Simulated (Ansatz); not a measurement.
# Electron scattering at the Σ3 (112) boundary in fcc Rh, part 3 of 3

Aim: the relaxed structure and the specific resistance of the Σ3 (112) boundary in fcc Rh.

Ansatz 0.2.0; Ansatz plane-wave DFT, PBEsol, PAW files; relaxation of a bicrystal slab with its lowest layers held; PAW set soft_1 (the session's first sound run).

So far. Step 3 (Transmission across the boundary): Over the solved energies the transmission per spin lies between 2.63 and 2.84, out of 5.20 channels of the lead on average (up to 5.26). Step 4 (Specific resistance): Averaged over the energies near the Fermi level, 52.3 % of the channels pass, which makes 0.401 fΩ m².

## Step 5: Single-crystal slab for reference

The free faces cost energy too. A single-crystal slab with the same faces and held layers is relaxed, so that they cancel.

This step: Ansatz plane-wave DFT, PBEsol, PAW files; relaxation of a single-crystal slab with its lowest layers held; PAW set soft_1 (Ansatz 0.2.0).

System of this step: Rh slab, plane (1, 1, 2). The cell holds 25 atoms: 25 Rh. Its edges and angles: a = 2.689 Å, b = 6.587 Å, c = 29.631 Å, α = 90.0°, β = 90.0°, γ = 90.0°. It derives from Rh. Vacuum lies along c.

input.yaml reads:

```yaml
crystal:
  lattice:
    - [2.6891977995, 0.0, 0.0]
    - [0.0, 6.5871624263, 0.0]
    - [0.0, 0.0, 29.6313088808]
  atoms:
    - { symbol: Rh, position: [0.9999999996, 1.0e-10, 0.1687404367] }
    - { symbol: Rh, position: [0.4999999996, 0.6666666668, 0.19493923] }
    - { symbol: Rh, position: [0.9999999996, 0.3333333334, 0.2211380233] }
    - { symbol: Rh, position: [0.4999999996, 1.0e-10, 0.2473368166] }
    - { symbol: Rh, position: [0.9999999996, 0.6666666668, 0.2735356099] }
    - { symbol: Rh, position: [0.4999999996, 0.3333333334, 0.2997344032] }
    - { symbol: Rh, position: [0.9999999997, 1.0e-10, 0.3259331965] }
    - { symbol: Rh, position: [0.4999999997, 0.6666666668, 0.3521319898] }
    - { symbol: Rh, position: [0.9999999997, 0.3333333334, 0.3783307831] }
    - { symbol: Rh, position: [0.4999999997, 1.0e-10, 0.4045295764] }
    - { symbol: Rh, position: [0.9999999997, 0.6666666667, 0.4307283697] }
    - { symbol: Rh, position: [0.4999999998, 0.3333333334, 0.456927163] }
    - { symbol: Rh, position: [0.9999999998, 1.0e-10, 0.4831259563] }
    - { symbol: Rh, position: [0.4999999998, 0.6666666667, 0.5093247496] }
    - { symbol: Rh, position: [0.9999999998, 0.3333333334, 0.5355235429] }
    - { symbol: Rh, position: [0.4999999998, 0.0, 0.5617223362] }
    - { symbol: Rh, position: [0.9999999999, 0.6666666667, 0.5879211295] }
    - { symbol: Rh, position: [0.4999999999, 0.3333333334, 0.6141199229] }
    - { symbol: Rh, position: [0.9999999999, 0.0, 0.6403187162] }
    - { symbol: Rh, position: [0.4999999999, 0.6666666667, 0.6665175095] }
    - { symbol: Rh, position: [0.9999999999, 0.3333333334, 0.6927163028] }
    - { symbol: Rh, position: [0.4999999999, 0.0, 0.7189150961] }
    - { symbol: Rh, position: [1.0, 0.6666666667, 0.7451138894] }
    - { symbol: Rh, position: [0.5, 0.3333333333, 0.7713126827] }
    - { symbol: Rh, position: [0.0, 0.0, 0.797511476] }
kpoints:
  mp_grid: { grid: [9, 4, 1] }
hamiltonian:
  xc: pbesol
  pseudopotentials: { kind: paw, azcp: { folder: soft_1 }, xc_functional: pbe }
scf:
  occupations: { method: fermi_dirac, width: 0.1 }
relax:
  f_tol: 0.03
  max_steps: 80
  constraints: [{ sites: [0, 1, 2, 3] }]
```

Launch:

```sh
$ ansatz run input.yaml --threads 4 --pin off --max-ram 15360MiB --backend cpu --events-out ev --progress --plain --runs-dir out
```

Numbers of over 12 decimals in the logs are rounded to 6 here.

What it wrote:

```text
Warning: crystal.symmetry: narrowed to the stabiliser of the relax constraints — unitary ops 4 → 2; lowered at sites 0, 1, 2, 3, 21, 22, 23, 24 (the operations that carried what is held of a site onto what its image site leaves free; the constrained walk keeps no symmetry that its constraints do not admit)
[...]
Crystal: 25 atoms, lattice volume = 524.894 Å³
Basis set: ecut = 420 eV, 10321 PW (Γ), exchange–correlation on 36×90×400 points (8 copies of the dense FFT grid, shifted against one another)
Bands: 255, of which v1, the nominal top of the filled ones, is band 213 counted from 1 (212 counted from 0)
Symmetry: 2 space group operations
k-points: 15 of 36 (time reversal used)
[...]
SCF iter   1: F=—  HF=-158478.268679 eV  |F-HF|=—  |Δ(HF+E_count)|=         —  Δρ=9.44e-2  dr2=6.04e1  ethr=3.10e-3  ⟨swp⟩=6.5  Hψ=13491  notcnv=0  defer=69
[...]
SCF iter   9: F=-158463.747496 eV  HF=-158463.747505 eV  |F-HF|=8.80e-6  |Δ(HF+E_count)|=   1.41e-5  Δρ=3.76e-5  dr2=1.30e-5  ethr=5.29e-9  ⟨swp⟩=5.0  Hψ=13144  notcnv=0
SCF 1 converged in 9 iterations: F = -158463.747496 eV  dr2 = 1.30e-5
[...]
relax step   1: F+E_penalty+E_count = -158463.74749610 eV  Δ(F+E_penalty+E_count) = +0.000e0 eV  max|allowed force component| = 1.124e0 eV/Å  Δτ_max = 0.0000 Å  (9 SCF iters, dr2 threshold 2.25e-5 eV, accepted)
[...]
SCF iter   7: F=-158463.887300 eV  HF=-158463.887304 eV  |F-HF|=4.06e-6  |Δ(HF+E_count)|=   7.40e-6  Δρ=2.45e-5  dr2=7.23e-6  ethr=1.86e-8  ⟨swp⟩=3.0  Hψ=14154  notcnv=0
SCF 2 converged in 7 iterations: F = -158463.887300 eV  dr2 = 7.23e-6
[...]
relax step   2: F+E_penalty+E_count = -158463.88730029 eV  Δ(F+E_penalty+E_count) = -1.398e-1 eV  max|allowed force component| = 3.364e-1 eV/Å  Δτ_max = 0.1936 Å  (7 SCF iters, dr2 threshold 7.90e-5 eV, accepted)
SCF iter   1: F=—  HF=-158464.263910 eV  |F-HF|=—  |Δ(HF+E_count)|=         —  Δρ=2.02e-2  dr2=1.71e1  ethr=3.10e-3  ⟨swp⟩=5.5  Hψ=9711  notcnv=0  defer=124
[...]
SCF iter   8: F=-158463.944539 eV  HF=-158463.944540 eV  |F-HF|=9.53e-7  |Δ(HF+E_count)|=   7.47e-7  Δρ=1.37e-5  dr2=1.57e-6  ethr=1.66e-9  ⟨swp⟩=5.0  Hψ=13349  notcnv=0
SCF 3 converged in 8 iterations: F = -158463.944539 eV  dr2 = 1.57e-6
relax step   3: F+E_penalty+E_count = -158463.94453877 eV  Δ(F+E_penalty+E_count) = -5.724e-2 eV  max|allowed force component| = 7.072e-2 eV/Å  Δτ_max = 0.1692 Å  (8 SCF iters, dr2 threshold 7.07e-6 eV, accepted)
[...]
relax step   4: F+E_penalty+E_count = -158463.94480475 eV  Δ(F+E_penalty+E_count) = -2.660e-4 eV  max|allowed force component| = 9.176e-2 eV/Å  Δτ_max = 0.0255 Å  (8 SCF iters, accepted)
SCF iter   1: F=—  HF=-158463.947886 eV  |F-HF|=—  |Δ(HF+E_count)|=         —  Δρ=7.61e-4  dr2=7.07e-3  ethr=2.71e-5  ⟨swp⟩=2.3  Hψ=6659  notcnv=0  defer=153
[...]
SCF iter   6: F=-158463.945908 eV  HF=-158463.945908 eV  |F-HF|=6.49e-8  |Δ(HF+E_count)|=   1.21e-7  Δρ=2.84e-6  dr2=8.52e-8  ethr=2.35e-11  ⟨swp⟩=5.0  Hψ=13362  notcnv=0
SCF 5 converged in 6 iterations: F = -158463.945908 eV  dr2 = 8.52e-8
relax step   5: F+E_penalty+E_count = -158463.94590806 eV  Δ(F+E_penalty+E_count) = -1.103e-3 eV  max|allowed force component| = 1.281e-2 eV/Å  Δτ_max = 0.0123 Å  (6 SCF iters, accepted)
SCF converged after 6 iterations
Free energy (F): -158463.945908 eV
[...]
Internal energy: -158462.767486 eV  (E = F + TS)
E sigma→0 (E₀):  -158463.356697 eV
Entropy (-TS):   -1.178422 eV (-47.137 meV/atom)
Fermi energy:    12.868384 eV
[...]
--- Forces (eV/Å), atoms counted from 1 ---
  atom   1  Rh     0.00000000    -0.30051965     1.05781364
  atom   2  Rh     0.00000000     0.26963069     0.21236359
  atom   3  Rh    -0.00000000     0.01999551    -0.53903804
  atom   4  Rh    -0.00000000     0.00115928    -0.72615246
  atom   5  Rh    -0.00000000     0.00113910    -0.00197461
  atom   6  Rh    -0.00000000    -0.00063006     0.00029033
  atom   7  Rh    -0.00000000     0.00577215    -0.00543734
  atom   8  Rh     0.00000000     0.00082855     0.00490004
  atom   9  Rh     0.00000000     0.00789505    -0.00041384
  atom  10  Rh     0.00000000    -0.00077188     0.00039410
  atom  11  Rh    -0.00000000    -0.00104801    -0.00163970
  atom  12  Rh     0.00000000    -0.00217264    -0.00100985
  atom  13  Rh     0.00000000     0.00131933     0.00017965
  atom  14  Rh    -0.00000000     0.00642212     0.00266458
  atom  15  Rh     0.00000000     0.00050607    -0.00010989
  atom  16  Rh    -0.00000000    -0.00097538    -0.00948183
  atom  17  Rh     0.00000000    -0.00851541     0.00547749
  atom  18  Rh    -0.00000000     0.00378591    -0.00568081
  atom  19  Rh     0.00000000    -0.00881997     0.01280799
  atom  20  Rh     0.00000000     0.00074646    -0.00166812
  atom  21  Rh    -0.00000000    -0.00808783    -0.00371723
  atom  22  Rh     0.00000000     0.00399258     0.00211786
  atom  23  Rh     0.00000000     0.00011096    -0.00577151
  atom  24  Rh     0.00000000     0.00647048    -0.00122741
  atom  25  Rh     0.00000000     0.00165227     0.00430194
  max |Σ_I F_I| component: 1.14e-4 eV/Å
--- Relaxed structure (5 steps of the walk, 5 accepted, 0 SCFs on fresh bases) ---
  F+E_penalty+E_count = -158463.94590806 eV   max|allowed force component| = 1.281e-2 eV/Å
  atoms:
    - { symbol: Rh, position: [1.0, 5.0e-11, 0.168740436682] }
    - { symbol: Rh, position: [0.5, 0.66666666675, 0.194939] }
    - { symbol: Rh, position: [1.0, 0.33333333335, 0.221138] }
    - { symbol: Rh, position: [0.5, 5.0e-11, 0.247337] }
    - { symbol: Rh, position: [1.0, 0.664017, 0.272006] }
    - { symbol: Rh, position: [0.5, 0.332274, 0.298165] }
    - { symbol: Rh, position: [1.0, -1.5816058128350995e-5, 0.324045] }
    - { symbol: Rh, position: [0.5, 0.667348, 0.349529] }
    - { symbol: Rh, position: [1.0, 0.333813, 0.375769] }
    - { symbol: Rh, position: [0.5, 0.000225447, 0.402091] }
    - { symbol: Rh, position: [1.0, 0.667002, 0.427681] }
    - { symbol: Rh, position: [0.5, 0.334616, 0.453682] }
    - { symbol: Rh, position: [1.0, 0.0015901, 0.479679] }
    - { symbol: Rh, position: [0.5, 0.668760, 0.505850] }
    - { symbol: Rh, position: [1.0, 0.336344, 0.531664] }
    - { symbol: Rh, position: [0.5, 0.00310647, 0.557245] }
    - { symbol: Rh, position: [1.0, 0.670035, 0.583965] }
    - { symbol: Rh, position: [0.5, 0.336207, 0.609574] }
    - { symbol: Rh, position: [1.0, 0.00315196, 0.635369] }
    - { symbol: Rh, position: [0.5, 0.671337, 0.661985] }
    - { symbol: Rh, position: [1.0, 0.340118, 0.686428] }
    - { symbol: Rh, position: [0.5, 0.00290417, 0.712244] }
    - { symbol: Rh, position: [1.0, 0.670224, 0.740728] }
    - { symbol: Rh, position: [0.5, 0.338653, 0.762650] }
    - { symbol: Rh, position: [-6.780119348371345e-18, 0.015144, 0.786524] }
```

Elapsed: 3.5 min, on 4 threads of Intel Xeon Platinum 8259CL at 2.50GHz (Skylake/Cascade Lake), shared host; peak memory 3.3 GiB.

Relaxation path:

| step | energy less that of the first step (eV) | largest force component (eV/Å) |
| --- | --- | --- |
| 1 | 0.0000 | 1.1245 |
| 2 | -0.1398 | 0.3364 |
| 3 | -0.1970 | 0.0707 |
| 4 | -0.1973 | 0.0918 |
| 5 | -0.1984 | 0.0128 |

The atoms that moved most (Å):

| atom | dx | dy | dz | length |
| --- | --- | --- | --- | --- |
| Rh25 | 0.000 | 0.100 | -0.326 | 0.341 |
| Rh24 | 0.000 | 0.035 | -0.257 | 0.259 |
| Rh22 | 0.000 | 0.019 | -0.198 | 0.199 |
| Rh21 | 0.000 | 0.045 | -0.186 | 0.192 |
| Rh19 | 0.000 | 0.021 | -0.147 | 0.148 |
| Rh20 | 0.000 | 0.031 | -0.134 | 0.138 |
| Rh18 | 0.000 | 0.019 | -0.135 | 0.136 |
| Rh16 | 0.000 | 0.020 | -0.133 | 0.134 |

Final coordinates:

```xyz
25
Lattice="2.6892 0.0000 0.0000 0.0000 6.5872 0.0000 0.0000 0.0000 29.6313" Properties=species:S:1:pos:R:3
Rh    2.6892    0.0000    5.0000
Rh    1.3446    4.3914    5.7763
Rh    2.6892    2.1957    6.5526
Rh    1.3446    0.0000    7.3289
Rh    2.6892    4.3740    8.0599
Rh    1.3446    2.1887    8.8350
Rh    2.6892   -0.0001    9.6019
Rh    1.3446    4.3959   10.3570
Rh    2.6892    2.1989   11.1345
Rh    1.3446    0.0015   11.9145
Rh    2.6892    4.3936   12.6727
Rh    1.3446    2.2042   13.4432
Rh    2.6892    0.0105   14.2135
Rh    1.3446    4.4052   14.9890
Rh    2.6892    2.2156   15.7539
Rh    1.3446    0.0205   16.5119
Rh    2.6892    4.4136   17.3037
Rh    1.3446    2.2146   18.0625
Rh    2.6892    0.0208   18.8268
Rh    1.3446    4.4222   19.6155
Rh    2.6892    2.2404   20.3398
Rh    1.3446    0.0191   21.1047
Rh    2.6892    4.4149   21.9487
Rh    1.3446    2.2308   22.5983
Rh    0.0000    0.0998   23.3057
```

This step gave:

- free energy: -158463.9459 eV
- energy at zero smearing: -158463.3567 eV
- Fermi energy: 12.87 eV

The largest force component on a free atom ends at 0.013 eV/Å, under the tolerance of 0.03, after 5 steps.

## Step 6: Bulk reference

The perfect crystal gives the energy per atom, for the atoms by which bicrystal and slab differ.

This step: Ansatz plane-wave DFT, PBEsol, PAW files; bulk reference; PAW set soft_1 (Ansatz 0.2.0).

System of this step: Rh. It takes space group Fm-3m (No. 225, cubic). Conventional cell: a = 3.803 Å, b = 3.803 Å, c = 3.803 Å, α = 90.00°, β = 90.00°, γ = 90.00°. Rh has 12 Rh at 2.69 Å nearest.

input.yaml, the sections that differ from step 5:

```yaml
crystal:
  lattice:
    - [0.0, 1.90155, 1.90155]
    - [1.90155, 0.0, 1.90155]
    - [1.90155, 1.90155, 0.0]
  atoms:
    - { symbol: Rh, position: [0.0, 0.0, 0.0] }
kpoints:
  mp_grid: { grid: [20, 20, 20] }
# hamiltonian, scf: as in step 5
# relax: removed
```

What it wrote:

```text
[...]
Crystal: 1 atoms, lattice volume = 13.752 Å³
Basis set: ecut = 420 eV, 283 PW (Γ)
Bands: 13, of which v1, the nominal top of the filled ones, is band 9 counted from 1 (8 counted from 0)
Symmetry: 48 space group operations
[...]
k-points: 256 of 8000
[...]
SCF iter   1: F=—  HF=-6339.404228 eV  |F-HF|=—  |Δ(HF+E_count)|=         —  Δρ=1.21e-1  dr2=1.90e0  ethr=3.10e-3  ⟨swp⟩=5.0  Hψ=17871  notcnv=0
[...]
SCF iter   6: F=-6338.807851 eV  HF=-6338.807851 eV  |F-HF|=1.07e-9  |Δ(HF+E_count)|=   1.26e-7  Δρ=7.36e-6  dr2=2.96e-9  ethr=5.88e-10  ⟨swp⟩=2.1  Hψ=6608  notcnv=0
SCF 1 converged in 6 iterations: F = -6338.807851 eV  dr2 = 2.96e-9
[...]
SCF converged after 6 iterations
Free energy (F): -6338.807851 eV
[...]
Internal energy: -6338.764318 eV  (E = F + TS)
E sigma→0 (E₀):  -6338.786084 eV
Entropy (-TS):   -0.043533 eV (-43.533 meV/atom)
Fermi energy:    22.253879 eV
[...]
```

Elapsed: 0.84 s, on 4 threads; peak memory 0.36 GiB.

Numbers from this step:

* free energy: -6338.8079 eV
* energy at zero smearing: -6338.7861 eV
* Fermi energy: 22.25 eV

## Step 7: Boundary energy

This step: Ansatz plane-wave DFT, PBEsol, PAW files; bicrystal less single-crystal slab less bulk atoms, a boundary area; PAW set soft_1 (Ansatz 0.2.0).

Numbers from this step:

- excess energy of the cell: 1.194 eV
- boundary energy: 1.080 J/m²

The boundary costs 1.1 J/m².

By hand: 1.19 eV / 17.71 Å² × 16.02 = 1.08 J/m².

## Step 8: Summary of results

| Property | Result |
| --- | --- |
| specific resistance of the boundary | 0.401 fΩ m² |
| share of channels that pass | 0.523 |
| boundary energy | 1.08 J/m² |

**Reading.** The boundary has a specific resistance of 0.40 fΩ m² and an energy of 1.1 J/m². The boundary reflects 48 % of the channels; 0.40 fΩ m² is 4.0×10⁻¹² Ω·cm². In the relaxation the upper grain slid sideways by about 1.1 Å, so the result belongs to the position that it found, not to the starting one. One starting structure was relaxed; another shift or atom count at the boundary may lie lower.

[Logs are printed without paths, hosts, clocks, repeated set-up lines and the standing remarks that a program may print on its own settings, such as how far it seeks lower states.]

[Hosts, paths, dates, database ids (printed as entryN), source tags and the programs' standing remarks are cut or masked in the printed files.]
